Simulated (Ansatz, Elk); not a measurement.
# Bonding as seen by X-rays: Ti2GeB

The structure of Ti2GeB used here is made up (a known structure type with other elements) and was relaxed beforehand with PBE. The aim is the Fourier transform of its all-electron density, F(hkl), set beside the sum over free spherical atoms that refinements use.

Main program and level: Elk 11.2.3 (patched build); DFT, PBE, all-electron APW+lo, Dirac cores, scalar-relativistic bands, static density, no spin.

The structure was built from a prototype and need not be the compound's stable phase.

## (1) The starting structure

Symmetry: P6_3/mmc, No. 194, hexagonal system. Conventional cell: a = 3.181 Å, b = 3.181 Å, c = 13.197 Å, α = 90.00°, β = 90.00°, γ = 120.00°. Nearest to Ge lie 6 Ti at 2.78 Å. Nearest to Ti lie 3 B at 2.20 Å and 3 Ge at 2.78 Å. Nearest to B lie 6 Ti at 2.20 Å. Farther neighbours are not listed.

## (2) Ground state and structure factors

An all-electron density is needed, since X-rays see the cores too. Task 0 finds the density and task 195 Fourier-transforms it; tshift is off so that phases refer to the origin typed.

Input file elk.in:

```
tasks
  0
  195

xctype
  20

spinpol
  .false.

rgkmax
  7.0

gmaxvr
  14.0

lmaxo
  7

lmaxapw
  8

swidth
  0.002

tshift
  .false.

ramdisk
  .false.

hmaxvr
  5.5

maxscl
  120

epspot
  1e-06

sppath
  './'

avec
  6.01102511081 0.00000000000 0.00000000000
  -3.00551255541 5.20570044875 0.00000000000
  0.00000000000 0.00000000000 24.93862095630

atoms
  3
  'Ge.in'
  2
  0.3333333333 0.6666666667 0.7500000000   0.000000 0.000000 0.000000
  0.6666666667 0.3333333333 0.2500000000   0.000000 0.000000 0.000000
  'Ti.in'
  4
  0.6666666667 0.3333333333 0.9081531383   0.000000 0.000000 0.000000
  0.3333333333 0.6666666667 0.0918468617   0.000000 0.000000 0.000000
  0.3333333333 0.6666666667 0.4081531383   0.000000 0.000000 0.000000
  0.6666666667 0.3333333333 0.5918468617   0.000000 0.000000 0.000000
  'B.in'
  2
  -0.0000000000 -0.0000000000 -0.0000000000   0.000000 0.000000 0.000000
  -0.0000000000 -0.0000000000 0.5000000000   0.000000 0.000000 0.000000

ngridk
  8 8 2
```

Command:

```console
OMP_NUM_THREADS=4 elk
```

Numbers of over 12 decimals in the logs are rounded to 6 here.

What it wrote:

```text
┌─────────────────────────┐
│ Elk code version 11.2.3 │
└─────────────────────────┘

All units are atomic (Hartree, Bohr, etc.)

┌─────────────────────────────────────────────────┐
│ Ground-state run starting from atomic densities │
└─────────────────────────────────────────────────┘

Lattice vectors :
   6.011025111       0.000000000       0.000000000
  -3.005512555       5.205700449       0.000000000
   0.000000000       0.000000000       24.93862096

Reciprocal lattice vectors :
   1.045276836      0.6034908625      -0.000000000
   0.000000000       1.206981725       0.000000000
   0.000000000      -0.000000000      0.2519459804

Unit cell volume      :    780.3692547
Brillouin zone volume :   0.3178626169

Muffin-tin inner radius fraction :   0.1000000000E-01

Nuclei treated as point charges

Species : 1 (Ge)
 parameters loaded from : Ge.in
 name : germanium
 nuclear charge    :   -32.00000000
 electronic charge :    32.00000000
 atomic mass :    132414.6196
 muffin-tin radius :    2.400000000
 number of radial points in muffin-tin :    993
 inner part over the whole radius :   0.9906635991E-02
 number on inner part of muffin-tin    :    702
 approximate nuclear radius :   0.7637961215E-04
 number of mesh points to nuclear radius :    340
 atomic positions (lattice), magnetic fields (Cartesian) :
  1 :   0.33333333 -0.33333333 -0.25000000    0.00000000  0.00000000  0.00000000
  2 :  -0.33333333  0.33333333  0.25000000    0.00000000  0.00000000  0.00000000

Species : 2 (Ti)
 parameters loaded from : Ti.in
 name : titanium
 nuclear charge    :   -22.00000000
 electronic charge :    22.00000000
 atomic mass :    87256.20317
 muffin-tin radius :    2.347546983
 number of radial points in muffin-tin :    993
 inner part over the whole radius :   0.9895291345E-02
 number on inner part of muffin-tin    :    698
 approximate nuclear radius :   0.6805665174E-04
 number of mesh points to nuclear radius :    325
 atomic positions (lattice), magnetic fields (Cartesian) :
  1 :  -0.33333333  0.33333333 -0.09184686    0.00000000  0.00000000  0.00000000
  2 :   0.33333333 -0.33333333  0.09184686    0.00000000  0.00000000  0.00000000
  3 :   0.33333333 -0.33333333  0.40815314    0.00000000  0.00000000  0.00000000
  4 :  -0.33333333  0.33333333 -0.40815314    0.00000000  0.00000000  0.00000000

Species : 3 (B)
 parameters loaded from : B.in
 name : boron
 nuclear charge    :   -5.000000000
 electronic charge :    5.000000000
 atomic mass :    19707.24742
 muffin-tin radius :    1.760660237
 number of radial points in muffin-tin :    593
 inner part over the whole radius :   0.9784897042E-02
 number on inner part of muffin-tin    :    404
 approximate nuclear radius :   0.4534157419E-04
 number of mesh points to nuclear radius :    161
 atomic positions (lattice), magnetic fields (Cartesian) :
  1 :   0.00000000  0.00000000  0.00000000    0.00000000  0.00000000  0.00000000
  2 :   0.00000000  0.00000000  0.50000000    0.00000000  0.00000000  0.00000000

Total number of atoms per unit cell :    8
Total muffin-tin volume :    378.3019405
 ratio of muffin-tin to unit cell volume :   0.4847729946

Spin treatment :
 spin-unpolarised

Number of Bravais lattice symmetries :   24
Number of crystal symmetries         :   24
Crystal has inversion symmetry
Real symmetric eigensolver will be used

k-point grid :      8     8     2
k-point offset :    0.000000000       0.000000000       0.000000000
k-point set is reduced with full crystal symmetry group
Total number of k-points :       20

Muffin-tin radius times maximum |G+k| :    7.000000000
 using average radius
Maximum |G+k| for APW functions       :    3.161786038
Maximum (1/2)|G+k|²                   :    4.998445476
Maximum |G| for potential and density :    14.00000000
Constant for pseudocharge density :    8
 order of it for each species :   15  15  15
 order of it for pair densities of each species (exact exchange by exxq0 0: 16) :   12  11   5
Radial integration step length :    1

[...]
exchange                    :     -328.48650273620
 correlation                 :     -7.331969
 electron entropic           :    -0.12308035715258E-02
 total energy                :     -7664.8599743119

Density of states at Fermi energy :    97.60937263
 (states/Hartree/unit cell)

Estimated indirect band gap :   0.4925805476E-03
 from k-point 7 to k-point 9
Estimated direct band gap   :   0.1311228288E-01
 at k-point 9

Charges :
 core                        :    80.00000000
 valence                     :    82.00000000
 interstitial                :    12.05599038
 muffin-tins (core leakage)
  species : 1 (Ge)
[...]
species : 2 (Ti)
[...]
species : 3 (B)
[...]
total in muffin-tins        :    149.9440096
 total calculated charge     :    161.9985678
 total charge                :    162.0000000
 error                       :   0.1432206188E-02

RMS change in Kohn-Sham potential (target) :    2.131749667     (  0.1000000000E-05)
Absolute change in total energy (target)   :   0.2347468209     (  0.1000000000E-03)

[... loops 3 to 19 left out ...]

┌──────────────────┐
│ Loop number : 20 │
└──────────────────┘

Energies :
 Fermi                       :     0.282503
 sum of occupied eigenvalues :     -4426.9938836108
 electron kinetic            :      7784.3095150129
 core electron kinetic       :      7188.7458606731
 Coulomb                     :     -15111.118144041
 Coulomb potential           :     -11774.573844611
 nuclear-nuclear             :     -1155.2510556019
 electron-nuclear            :     -16169.439530376
 Hartree                     :      2213.5724419377
 Madelung                    :     -9223.8312217351
 xc potential                :     -436.72955401261
 exchange                    :     -329.15663405531
 correlation                 :     -7.351110
 electron entropic           :    -0.10091146999778E-02
 total energy                :     -7663.3173821181

Density of states at Fermi energy :    72.62884197
 (states/Hartree/unit cell)

Estimated indirect band gap :   0.6229885017E-02
 from k-point 16 to k-point 3
Estimated direct band gap   :   0.1463122653E-01
 at k-point 6

Charges :
 core                        :    80.00000000
 valence                     :    82.00000000
 interstitial                :    11.72396064
 muffin-tins (core leakage)
  species : 1 (Ge)
[...]
species : 2 (Ti)
[...]
species : 3 (B)
[...]
total in muffin-tins        :    150.2760394
 total calculated charge     :    161.9987200
 total charge                :    162.0000000
 error                       :   0.1279964780E-02

RMS change in Kohn-Sham potential (target) :   0.5078892780E-06 (  0.1000000000E-05)
Absolute change in total energy (target)   :   0.8243268894E-05 (  0.1000000000E-03)

Convergence targets achieved

┌──────────────────┐
│ Loop number : 21 │
└──────────────────┘

Energies :
 Fermi                       :     0.282503
 sum of occupied eigenvalues :     -4426.9938859232
 electron kinetic            :      7784.3095163125
 core electron kinetic       :      7188.7458598068
 Coulomb                     :     -15111.118146259
 Coulomb potential           :     -11774.573851808
 nuclear-nuclear             :     -1155.2510556019
 electron-nuclear            :     -16169.439528143
 Hartree                     :      2213.5724374852
 Madelung                    :     -9223.8312203555
 xc potential                :     -436.72955042787
 exchange                    :     -329.15663456553
 correlation                 :     -7.351110
 electron entropic           :    -0.10091160094911E-02
 total energy                :     -7663.3173835436

Density of states at Fermi energy :    72.62896942
 (states/Hartree/unit cell)

Estimated indirect band gap :   0.6229855670E-02
 from k-point 16 to k-point 3
Estimated direct band gap   :   0.1463122738E-01
 at k-point 6

Charges :
 core                        :    80.00000000
 valence                     :    82.00000000
 interstitial                :    11.72396016
 muffin-tins (core leakage)
  species : 1 (Ge)
[...]
species : 2 (Ti)
[...]
atom 4                    :    20.30927653     ( -0.2186882533E-06)
  species : 3 (B)
   atom 1                    :    3.977780948     (  0.9255678005E-04)
   atom 2                    :    3.977780948     (  0.9255678005E-04)
 total in muffin-tins        :    150.2760398
 total calculated charge     :    161.9987200
 total charge                :    162.0000000
 error                       :   0.1279964633E-02

┌──────────────────────────────┐
│ Self-consistent loop stopped │
└──────────────────────────────┘

Warning : core states of species 1 leak from the muffin-tin :   0.3349135446E-03

Wrote STATE.OUT
```

Run time: 49 s. Hardware: 4 threads of Intel Xeon at 2.60GHz (Ice Lake), shared host; peak memory 0.26 GiB; 2.3 min of CPU time.

SFACRHO.OUT:

```text

h k l indices transformed by vhmat matrix:
   1.000000000       0.000000000       0.000000000    
   0.000000000       1.000000000       0.000000000    
   0.000000000       0.000000000       1.000000000    

      h      k      l  multipl.   |H|            Re(F)            Im(F)           |F|

      0      0      0      1   0.0000000       162.00000      0.95223254E-16   162.00000    
      0      0     -1      2  0.25194598      0.32489397E-13 -0.12240383E-13  0.34718697E-13
      0      0      2      2  0.50389196      -18.531249      0.25574026E-14   18.531249    
      0      0     -3      2  0.75583794      0.60917619E-13  0.14141474E-14  0.60934031E-13
      0      0      4      2   1.0077839       14.924805     -0.33867762E-13   14.924805    
      1      0      0      6   1.2069817      -53.005859      0.54396504E-14   53.005859    
     -1      0      1      6   1.2329970      -14.329882      0.40003840E-14   14.329882    
      0     -1      1      6   1.2329970       14.329882     -0.50140183E-13   14.329882    
      0      0     -5      2   1.2597299      0.26397635E-13  0.52225542E-13  0.58517881E-13
      1      0     -2      6   1.3079419       18.703914     -0.10904942E-13   18.703914    
      1      0      2      6   1.3079419       18.703914     -0.24241292E-13   18.703914    
      1      0      3      6   1.4241123      -96.160960     -0.23263986E-13   96.160960    
     -1      0      3      6   1.4241123       96.160960      0.25471742E-13   96.160960    
      0      0      6      2   1.5116759      -100.82027     -0.57094251E-13   100.82027    
      1      0     -4      6   1.5723973      0.73522598     -0.32889629E-13  0.73522598    
      1     -1     -4      6   1.5723973      0.73522597      0.28709091E-13  0.73522597    
     -1      1      5      6   1.7446273       27.841408      0.70588855E-14   27.841408    
     -1      0      5      6   1.7446273      -27.841408      0.34151510E-13   27.841408
```

Elk indexes on the primitive cell of elk.in and gives |H| = 4π sin θ/λ in inverse bohr. Below, one row stands for each form hkl of the conventional cell (m members, Friedel mates merged), F is for one primitive cell and the density is static (no thermal factor). Free-atom factors are Waasmaier and Kirfel's, and R is Σm||F|−|F'||/Σm|F|.

| hkl | m | sin θ/λ (Å⁻¹) | abs F, DFT | neutral atoms | diff. |
| --- | --- | --- | --- | --- | --- |
| 001 | 2 | 0.038 | 0.000 | 0.000 | +0.000 |
| 002 | 2 | 0.076 | 18.531 | 19.250 | -0.719 |
| 003 | 2 | 0.114 | 0.000 | 0.000 | +0.000 |
| 004 | 2 | 0.152 | 14.925 | 14.143 | +0.781 |
| 100 | 6 | 0.181 | 53.006 | 53.674 | -0.669 |
| 101 | 12 | 0.185 | 14.330 | 14.033 | +0.297 |
| 005 | 2 | 0.189 | 0.000 | 0.000 | +0.000 |
| 102 | 12 | 0.197 | 18.704 | 18.080 | +0.624 |
| 103 | 12 | 0.214 | 96.161 | 96.788 | -0.627 |
| 006 | 2 | 0.227 | 100.820 | 102.081 | -1.261 |
| 104 | 12 | 0.236 | 0.735 | 0.585 | +0.150 |
| 105 | 12 | 0.262 | 27.841 | 28.030 | -0.189 |
| 007 | 2 | 0.265 | 0.000 | 0.000 | +0.000 |
| 106 | 12 | 0.291 | 51.646 | 51.996 | -0.350 |
| 008 | 2 | 0.303 | 42.714 | 43.021 | -0.306 |
| 110 | 6 | 0.314 | 98.203 | 98.514 | -0.311 |
| 111 | 12 | 0.317 | 0.000 | 0.000 | +0.000 |
| 107 | 12 | 0.321 | 2.548 | 2.909 | -0.361 |
| 112 | 12 | 0.323 | 18.654 | 18.640 | +0.013 |
| 113 | 12 | 0.334 | 0.000 | 0.000 | +0.000 |
| 009 | 2 | 0.341 | 0.000 | 0.000 | +0.000 |
| 114 | 12 | 0.349 | 12.256 | 12.570 | -0.314 |

## (3) The highest occupied states alone

An energy window below the Fermi level keeps the highest occupied states, to see at which angles they scatter; shallow core shells can lie inside it and anion s states outside. No new self-consistency is needed.

elk.in: that of step 2 with these lines changed.

```diff
@@ -1,3 +1,2 @@
 tasks
-  0
   195
@@ -40,2 +39,5 @@
 
+wsfac
+  -0.158490 0.582500
+
 sppath
```

Command:

```console
OMP_NUM_THREADS=4 elk
```

What it wrote:

```text
┌─────────────────────────────────┐
│ Elk code version 11.2.3 started │
└─────────────────────────────────┘

Info(readinput): the functional depends on the density's gradient
 muffin-tin radial points multiplied by    2.00000
 (not where nrmtscf is given)

┌────────────────────┐
│ Current task : 195 │
└────────────────────┘
Info(checkmt): changed muffin-tin radius of species 2 (Ti) from   2.4000 to   2.3475
Info(checkmt): changed muffin-tin radius of species 3 (B) from   1.8000 to   1.7607

Info(sfacrho): density structure factors written to SFACRHO.OUT

 Energy window :  -0.1584900000      0.5825000000

┌──────────────────┐
│ Elk code stopped │
└──────────────────┘
```

It took 12 s on 4 threads; peak memory 0.16 GiB; 14 s of CPU time.

States within 12 eV below the Fermi level hold 30.00 electrons; any levels below the window count with the cores. Their amplitudes can exceed the total, where window and core parts have opposite phase:

| hkl | sin θ/λ (Å⁻¹) | abs F, window | abs F, all |
| --- | --- | --- | --- |
| 001 | 0.038 | 0.000 | 0.000 |
| 002 | 0.076 | 4.206 | 18.531 |
| 003 | 0.114 | 0.000 | 0.000 |
| 004 | 0.152 | 2.207 | 14.925 |
| 100 | 0.181 | 0.246 | 53.006 |
| 101 | 0.185 | 0.454 | 14.330 |
| 005 | 0.189 | 0.000 | 0.000 |
| 102 | 0.197 | 2.022 | 18.704 |
| 103 | 0.214 | 2.872 | 96.161 |
| 006 | 0.227 | 1.112 | 100.820 |

## (4) Another functional

The difference from free atoms is small, so it is set against the change that PBEsol makes.

elk.in: that of step 3 with these lines changed.

```diff
@@ -1,2 +1,3 @@
 tasks
+  0
   195
@@ -4,3 +5,3 @@
 xctype
-  20
+  22
 
@@ -39,5 +40,2 @@
 
-wsfac
-  -0.158490 0.582500
-
 sppath
```

Command:

```console
OMP_NUM_THREADS=4 elk
```

What it wrote:

```text
┌─────────────────────────┐
│ Elk code version 11.2.3 │
└─────────────────────────┘

All units are atomic (Hartree, Bohr, etc.)

┌─────────────────────────────────────────────────┐
│ Ground-state run starting from atomic densities │
└─────────────────────────────────────────────────┘

Lattice vectors :
   6.011025111       0.000000000       0.000000000
  -3.005512555       5.205700449       0.000000000
   0.000000000       0.000000000       24.93862096

Reciprocal lattice vectors :
   1.045276836      0.6034908625      -0.000000000
[...]
species : 1 (Ge)
[...]
species : 2 (Ti)
[...]
species : 3 (B)
   atom 1                    :    3.963704685     (  0.9612295095E-04)
   atom 2                    :    3.963704685     (  0.9612295095E-04)
 total in muffin-tins        :    150.2642762
 total calculated charge     :    161.9987022
 total charge                :    162.0000000
 error                       :   0.1297764441E-02

┌──────────────────────────────┐
│ Self-consistent loop stopped │
└──────────────────────────────┘

Warning : core states of species 1 leak from the muffin-tin :   0.3395014943E-03

Wrote STATE.OUT
[key lines of the parts left out:]
total energy                :     -7656.2532561430
```

Elapsed: 47 s, on 4 threads; peak memory 0.26 GiB; 2.2 min of CPU time.

Against the first run R = 0.04 %; the largest change is -0.051 at 110.

## (5) Basis size

The basis and the expansions that go with it are enlarged, to see whether the differences are converged.

elk.in: that of step 4 with these lines changed.

```diff
@@ -5,3 +5,3 @@
 xctype
-  22
+  20
 
@@ -11,12 +11,12 @@
 rgkmax
-  7.0
+  8.5
 
 gmaxvr
-  14.0
+  18.0
 
 lmaxo
-  7
+  9
 
 lmaxapw
-  8
+  10
```

Command:

```console
OMP_NUM_THREADS=4 elk
```

What it wrote:

```text
┌─────────────────────────┐
│ Elk code version 11.2.3 │
└─────────────────────────┘

All units are atomic (Hartree, Bohr, etc.)

┌─────────────────────────────────────────────────┐
│ Ground-state run starting from atomic densities │
└─────────────────────────────────────────────────┘

Lattice vectors :
   6.011025111       0.000000000       0.000000000
  -3.005512555       5.205700449       0.000000000
   0.000000000       0.000000000       24.93862096

Reciprocal lattice vectors :
   1.045276836      0.6034908625      -0.000000000
[...]
species : 1 (Ge)
[...]
species : 2 (Ti)
[...]
species : 3 (B)
   atom 1                    :    3.981799192     (  0.9262406340E-04)
   atom 2                    :    3.981799192     (  0.9262406340E-04)
 total in muffin-tins        :    150.3058646
 total calculated charge     :    161.9991398
 total charge                :    162.0000000
 error                       :   0.8602013813E-03

┌──────────────────────────────┐
│ Self-consistent loop stopped │
└──────────────────────────────┘

Warning : core states of species 1 leak from the muffin-tin :   0.3348012507E-03

Wrote STATE.OUT
[key lines of the parts left out:]
total energy                :     -7663.3300983375
```

The job ended after 2 min (4 threads; peak memory 0.5 GiB).

Against the first run R = 0.01 %; the largest change is -0.015 at 0 0 12.

## (6) Settings against the effect

| run | R against the first run (%) | R against neutral atoms, low angle (%) | wall time |
| --- | --- | --- | --- |
| PBE, rgkmax 7 | 0.00 | 1.17 | 49 s |
| PBEsol | 0.04 | 1.17 | 47 s |
| rgkmax 8.5 with larger expansions | 0.01 | 1.17 | 2 min |

## (7) Results

| Item | Value |
| --- | --- |
| R against neutral atoms, sin θ/λ < 0.3 Å⁻¹ | 1.17 % |
| R against neutral atoms, 0.3 to 0.79 Å⁻¹ | 0.32 % |

**Reading.** Independent neutral atoms miss the calculated amplitudes by R = 1.17 % below 0.3 Å⁻¹ and 0.32 % from there to 0.79 Å⁻¹; by shells, 3.88 % below 0.15 Å⁻¹ (1 form), 1.14 % 0.15 to 0.3 (9 forms), 0.46 % 0.3 to 0.45 (19 forms), 0.29 % above 0.45 (94 forms). Bonding, aspherical density and the tables' own atoms all enter these figures, and the runs don't part them. The largest change of an amplitude is -1.26 electrons, at 006. Weak lines can change much in proportion: 104 goes from 0.59 to 0.74. The window's part falls from 30.0 electrons at the origin to at most 0.38 between 0.45 and 0.79 Å⁻¹. Below 0.3 Å⁻¹ the changes that finished (PBEsol and rgkmax 8.5 with larger expansions) move F by R = 0.05 % at most, against the 1.17 % that separates it from free atoms. The k-mesh has no finished test. These runs have no spin, though d or f shells may be open. Part of the difference isn't bonding: the tables are fits to free atoms and ions calculated by other methods than this functional. Thermal motion, anomalous dispersion and extinction are left out.

[Logs are printed without paths, hosts, clocks, repeated set-up lines and the standing remarks that a program may print on its own settings, such as how far it seeks lower states.]

[Hosts, paths, dates, database ids (printed as entryN), source tags and the programs' standing remarks are cut or masked in the printed files.]
